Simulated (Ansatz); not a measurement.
## How the geometry moves the gap of Cs2InAgCl6 (Fm-3m)

How far does the choice of cell move the gap? The case is Cs2InAgCl6 (Fm-3m).

Method: LDA, HSE06 and G0W0, plane waves, PAW, in Ansatz 0.2.0.

**What was measured.**

- Gap 3.3 eV: optical gap from absorption onset near 380 nm, assigned as direct at Gamma; diffuse reflectance with Kubelka-Munk analysis; powder (“Cs2InAgCl6: A new lead-free halide double perovskite with direct band gap”, 2016, arxiv:1611.05426).

Most raw output is cut from this account.

In doubt: one-shot GW on d or f shells is unsure (steps 6, 7), so the values of those runs are not to be relied on.

## Step 1: The structure

The structure is cubic, space group Fm-3m (No. 225). The conventional cell has a = 10.469 Å, b = 10.469 Å, c = 10.469 Å, α = 90.00°, β = 90.00°, γ = 90.00°. Nearest to Cs lie 12 Cl at 3.70 Å. In has 6 Cl at 2.51 Å nearest. Nearest to Ag lie 6 Cl at 2.72 Å. Nearest to Cl lie 1 In at 2.51 Å and 1 Ag at 2.72 Å and 4 Cs at 3.70 Å. Farther neighbours and most contacts between anions are not listed.

The cell and positions come from the Crystallography Open Database and are kept as given unless a step says otherwise. Spin-orbit coupling is left out unless a step names it. The default PAW set here is soft_2. Its files were made with PBE.

## Step 2: LDA bands at the given cell

Levels along a band path, at the cheap level, show where the edges lie and whether the meshes to come will hold them.

This step: DFT, LDA, plane waves, PAW.

File input.yaml:

```yaml
crystal:
  lattice:
    - [0.0, 5.2345, 5.2345]
    - [5.2345, 0.0, 5.2345]
    - [5.2345, 5.2345, 0.0]
  atoms:
    - { symbol: Cs, position: [0.25, 0.25, 0.25] }
    - { symbol: Cs, position: [0.75, 0.75, 0.75] }
    - { symbol: In, position: [0.0, 0.0, 0.0] }
    - { symbol: Ag, position: [0.5, 0.5, 0.5] }
    - { symbol: Cl, position: [0.76021, 0.23979, 0.23979] }
    - { symbol: Cl, position: [0.23979, 0.76021, 0.23979] }
    - { symbol: Cl, position: [0.23979, 0.76021, 0.76021] }
    - { symbol: Cl, position: [0.76021, 0.23979, 0.76021] }
    - { symbol: Cl, position: [0.23979, 0.23979, 0.76021] }
    - { symbol: Cl, position: [0.76021, 0.76021, 0.23979] }
kpoints:
  mp_grid: { grid: [4, 4, 4] }
  band_path:
    path:
      - [[0.0, 0.0, 0.0], [0.5, 0.0, 0.5], [0.625, 0.25, 0.625]]
      - [[0.375, 0.375, 0.75], [0.0, 0.0, 0.0], [0.5, 0.5, 0.5], [0.5, 0.25, 0.75], [0.5, 0.0, 0.5]]
    npoints: 10
hamiltonian:
  xc: lda
scf:
  occupations: { method: fermi_dirac, width: 0.02 }
  n_extra_bands: 7
output:
  eigenvalues: true
  forces: true
  stress: true
  write_density: true
  write_potential: true
  elf: true
  volumetric_format: npy
```

On the command line:

```bash
ansatz run input.yaml --threads 3 --pin off --max-ram 92160MiB --backend cuda --events-out ev --progress --plain --runs-dir out --devices 1 --max-vram 13GiB
```

It took 9.8 s on 1 × NVIDIA H100 80GB HBM3 (shared by 6 runs) with 3 threads of AMD EPYC 7R13 (Zen 3), shared host; peak memory 1 GiB.

This step gave:

| Quantity | Value |
| --- | --- |
| pressure | -2.168 GPa |
| filled bands | 46 |
| gap | 0.9010 eV |
| valence top at | Γ |
| conduction bottom at | Γ |
| least direct gap | 0.9010 eV |

The gap is direct, at Γ.

## Step 3: Relaxing cell and ions

A relaxation at this level of theory: leftover forces would pass straight into the levels.

input.yaml, the sections that differ from step 2:

```yaml
kpoints:
  mp_grid: { grid: [4, 4, 4] }
scf:
  occupations: { method: fermi_dirac, width: 0.02 }
relax:
  f_tol: 0.01
  max_steps: 60
  cell: {}
output:
  write_density: true
  write_potential: true
  elf: true
  volumetric_format: npy
# crystal, hamiltonian: as in step 2
```

It took 15 s on 1 × NVIDIA H100 80GB HBM3 (shared by 6 runs) with 3 threads; peak memory 1 GiB.

Step by step:

| step | energy less that of the first step (eV) | largest force component (eV/Å) | pressure (GPa) | volume (Å³) |
| --- | --- | --- | --- | --- |
| 1 | 0.0000 | 0.3125 | -2.17 | 286.85 |
| 2 | -0.2263 | 0.0759 | -0.46 | 267.35 |
| 3 | -0.2309 | 0.0197 | 0.14 | 263.93 |
| 4 | -0.2313 | 0.0001 | 0.00 | 264.76 |
| 5* | -0.2299 | 0.0003 | 0.00 | 264.76 |

Relaxation steps marked * repeat the geometry before them on a plane-wave basis chosen anew for their cell, so energy and pressure can jump there.

The run keeps the 48 symmetry operations that it works with, so distortions that break them were not tested.

```csv
"conventional cell, symmetrised",before,after,change
a (Å),10.469,10.193,-2.6 %
b (Å),10.469,10.193,-2.6 %
c (Å),10.469,10.193,-2.6 %
volume (Å³/atom),28.69,26.48,-7.7 %
```

The atoms that moved most (Å, as changes of fractional coordinates times the final cell):

| atom | dx | dy | dz | length |
| --- | --- | --- | --- | --- |
| Cl10 | 0.000 | 0.000 | -0.059 | 0.059 |
| Cl7 | -0.059 | 0.000 | 0.000 | 0.059 |
| Cl6 | 0.000 | 0.059 | 0.000 | 0.059 |
| Cl8 | 0.000 | -0.059 | 0.000 | 0.059 |
| Cl9 | 0.000 | 0.000 | 0.059 | 0.059 |
| Cl5 | 0.059 | 0.000 | 0.000 | 0.059 |

## Step 4: LDA at the relaxed cell

File input.yaml:

```yaml
crystal:
  lattice:
    - [0.0, 5.0965274189, 5.0965274189]
    - [5.0965274189, 0.0, 5.0965274189]
    - [5.0965274189, 5.0965274189, 0.0]
  atoms:
    - { symbol: Cs, position: [0.25, 0.25, 0.25] }
    - { symbol: Cs, position: [0.75, 0.75, 0.75] }
    - { symbol: In, position: [0.0, 0.0, 0.0] }
    - { symbol: Ag, position: [0.5, 0.5, 0.5] }
    - { symbol: Cl, position: [0.754401552, 0.245598448, 0.245598448] }
    - { symbol: Cl, position: [0.245598448, 0.754401552, 0.245598448] }
    - { symbol: Cl, position: [0.245598448, 0.754401552, 0.754401552] }
    - { symbol: Cl, position: [0.754401552, 0.245598448, 0.754401552] }
    - { symbol: Cl, position: [0.245598448, 0.245598448, 0.754401552] }
    - { symbol: Cl, position: [0.754401552, 0.754401552, 0.245598448] }
kpoints:
  mp_grid: { grid: [4, 4, 4] }
  band_path:
    path:
      - [[0.0, 0.0, 0.0], [0.5, 0.0, 0.5], [0.625, 0.25, 0.625]]
      - [[0.375, 0.375, 0.75], [0.0, 0.0, 0.0], [0.5, 0.5, 0.5], [0.5, 0.25, 0.75], [0.5, 0.0, 0.5]]
    npoints: 10
hamiltonian:
  xc: lda
scf:
  occupations: { method: fermi_dirac, width: 0.02 }
  n_extra_bands: 7
output:
  eigenvalues: true
  forces: true
  stress: true
  write_density: true
  write_potential: true
  elf: true
  volumetric_format: npy
```

The job ended after 11 s (1 × NVIDIA H100 80GB HBM3 (shared by 6 runs) with 3 threads; peak memory 1 GiB; 12 s of CPU time).

This step gave:

```yaml
pressure: -0.003592 GPa
gap: 0.5990 eV
valence_top_at: Γ
conduction_bottom_at: Γ
least_direct_gap: 0.5990 eV
```

The gap is direct, at Γ.

## Step 5: HSE06 at the relaxed cell

The screened hybrid is the usual rung above semilocal functionals: a quarter of exact exchange, cut off beyond a few ångström.

This step: DFT, HSE06, plane waves, PAW.

input.yaml, as its differences from that of step 4:

```diff
@@ -20,9 +20,13 @@
     path:
-      - [[0.0, 0.0, 0.0], [0.5, 0.0, 0.5], [0.625, 0.25, 0.625]]
-      - [[0.375, 0.375, 0.75], [0.0, 0.0, 0.0], [0.5, 0.5, 0.5], [0.5, 0.25, 0.75], [0.5, 0.0, 0.5]]
-    npoints: 10
+      - [0.0, 0.0, 0.0]
+      - [0.5, 0.0, 0.5]
+      - [0.625, 0.25, 0.625]
+      - [0.375, 0.375, 0.75]
+      - [0.5, 0.5, 0.5]
+      - [0.5, 0.25, 0.75]
+    npoints: 1
 hamiltonian:
-  xc: lda
+  xc: hse06
 scf:
-  occupations: { method: fermi_dirac, width: 0.02 }
+  occupations: { method: fixed }
   n_extra_bands: 7
@@ -30,7 +34 @@
   eigenvalues: true
-  forces: true
-  stress: true
-  write_density: true
-  write_potential: true
-  elf: true
-  volumetric_format: npy
```

Run time: 58 s. Hardware: 1 × NVIDIA H100 80GB HBM3 (shared by 6 runs) with 3 threads; peak memory 1.7 GiB; 1.7 min of CPU time.

Numbers from this step:

```yaml
gap: 2.178 eV
valence_top_at: Γ
conduction_bottom_at: Γ
least_direct_gap: 2.178 eV
```

The gap stands +1.58 eV against LDA.

## Step 6: G0W0 at the relaxed cell

Now the one-shot GW correction: screening in the RPA, then the self-energy of the levels asked for.

This step: G0W0 on LDA, plane waves, PAW.

input.yaml, as its differences from that of step 5:

```diff
@@ -17,18 +17,12 @@
 kpoints:
-  mp_grid: { grid: [4, 4, 4] }
-  band_path:
-    path:
-      - [0.0, 0.0, 0.0]
-      - [0.5, 0.0, 0.5]
-      - [0.625, 0.25, 0.625]
-      - [0.375, 0.375, 0.75]
-      - [0.5, 0.5, 0.5]
-      - [0.5, 0.25, 0.75]
-    npoints: 1
+  mp_grid: { grid: [2, 2, 2] }
 hamiltonian:
-  xc: hse06
+  xc: lda
 scf:
   occupations: { method: fixed }
-  n_extra_bands: 7
-output:
-  eigenvalues: true
+gw:
+  n_empty_bands: 462
+  ecut_chi: 84
+  qp_bands: [v3, c3]
+  qp_kpoints: band_edges
+  screening: { model: contour_deformation }
```

Run time: 12 s. Hardware: 1 × NVIDIA H100 80GB HBM3 (shared by 6 runs) with 3 threads; peak memory 1.4 GiB; 10 s of CPU time.

Numbers from this step:

```
bands summed                                 : 508
RPA ε∞ on this mesh (eigenvalues)            : 4.940, 4.940, 4.940
plane waves in the screening matrix          : 459
G0W0 gap on the mesh                         : 2.097 eV
k of the valence top                         : 0, 0, 0
k of the conduction bottom                   : 0, 0, 0
starting gap on the mesh                     : 0.5631 eV
least direct G0W0 gap on the computed points : 2.097 eV
```

The gap on the mesh goes from 0.56 eV to 2.10 eV, a correction of +1.53 eV. Between the two edge states, bare exchange in place of the xc potential would open the gap by 8.99 eV, and correlation takes back 7.46 eV. The start differs from the 0.60 eV found before because the density comes from another mesh.

## Step 7: G0W0 at the given cell

File input.yaml:

```yaml
crystal:
  lattice:
    - [0.0, 5.2345, 5.2345]
    - [5.2345, 0.0, 5.2345]
    - [5.2345, 5.2345, 0.0]
  atoms:
    - { symbol: Cs, position: [0.25, 0.25, 0.25] }
    - { symbol: Cs, position: [0.75, 0.75, 0.75] }
    - { symbol: In, position: [0.0, 0.0, 0.0] }
    - { symbol: Ag, position: [0.5, 0.5, 0.5] }
    - { symbol: Cl, position: [0.76021, 0.23979, 0.23979] }
    - { symbol: Cl, position: [0.23979, 0.76021, 0.23979] }
    - { symbol: Cl, position: [0.23979, 0.76021, 0.76021] }
    - { symbol: Cl, position: [0.76021, 0.23979, 0.76021] }
    - { symbol: Cl, position: [0.23979, 0.23979, 0.76021] }
    - { symbol: Cl, position: [0.76021, 0.76021, 0.23979] }
kpoints:
  mp_grid: { grid: [2, 2, 2] }
hamiltonian:
  xc: lda
scf:
  occupations: { method: fixed }
gw:
  n_empty_bands: 501
  ecut_chi: 84
  qp_bands: [v3, c3]
  qp_kpoints: band_edges
  screening: { model: contour_deformation }
```

It took 14 s on 1 × NVIDIA H100 80GB HBM3 (shared by 6 runs) with 3 threads; peak memory 1.5 GiB.

This step gave:

- bands summed: 547
- RPA ε∞ on this mesh (eigenvalues): 4.300, 4.300, 4.300
- plane waves in the screening matrix: 531
- G0W0 gap on the mesh: 2.555 eV
- k of the valence top: 0, -0.5, -0.5
- k of the conduction bottom: 0, 0, 0
- starting gap on the mesh: 0.8817 eV
- least direct G0W0 gap on the computed points: 2.556 eV

The gap on the mesh goes from 0.88 eV to 2.56 eV, a correction of +1.67 eV. Between the two edge states, bare exchange in place of the xc potential would open the gap by 9.07 eV, and correlation takes back 7.40 eV.

## Step 8: Together

G0W0 rows are gaps on the mesh, lowered by the amount that the mesh misses the start's edges, a rough step that assumes the same correction there.

```
   level  given cell (eV)  relaxed cell (eV)  change (eV)
     LDA             0.90               0.60        −0.30
   HSE06                -               2.18            -
G0W0@LDA             2.56               2.10        −0.46
```

## Step 9: What came out

* volume change: −7.7 %
* LDA, given cell: 0.90 eV
* LDA, relaxed cell: 0.60 eV
* HSE06, relaxed cell: 2.18 eV
* G0W0@LDA, relaxed cell: 2.10 eV
* G0W0@LDA, given cell: 2.56 eV
* known limits: not at the basis limit; d shell near the gap, gap tends to lie low; no spin-orbit coupling; coarse k mesh

**Reading.** Relaxation changes the volume by −7.7 % and the gap by −0.30 eV (LDA) and −0.46 eV (G0W0@LDA). Bands and cutoff are finite, so the gap is not at the basis limit. The miss can reach some tenths of an eV and take either sign; the mesh is an error of its own. The 2×2×2 mesh is coarse for this cell (its supercell is 15 Å along the shortest edge). The RPA ε∞ on it, from the LDA start, is 4.30; such meshes misread the long-range screening, most where the gap is narrow. A d shell, filled or nearly so, lies near the gap. One-shot GW converges very slowly in bands there, not always from below, and on a semilocal start the gap tends to come out low; starts rich in exact exchange can overshoot instead. The many-body steps are scalar-relativistic: spin-orbit coupling is not in them.

[Paths, hosts, dates, memory and timing lines, banners, echoed tables and standing remarks are left out of the program output.]

[Logs are printed without paths, hosts, clocks, repeated set-up lines and the standing remarks that a program may print on its own settings, such as how far it seeks lower states.]

[Runs of the session that timed out or met a known fault of the program may be left out.]

[Cells called generated may have been cut or substituted from an entry of the Crystallography Open Database or the Materials Project.]

[Hosts, paths, dates, database ids (printed as entryN), source tags and the programs' standing remarks are cut or masked in the printed files.]
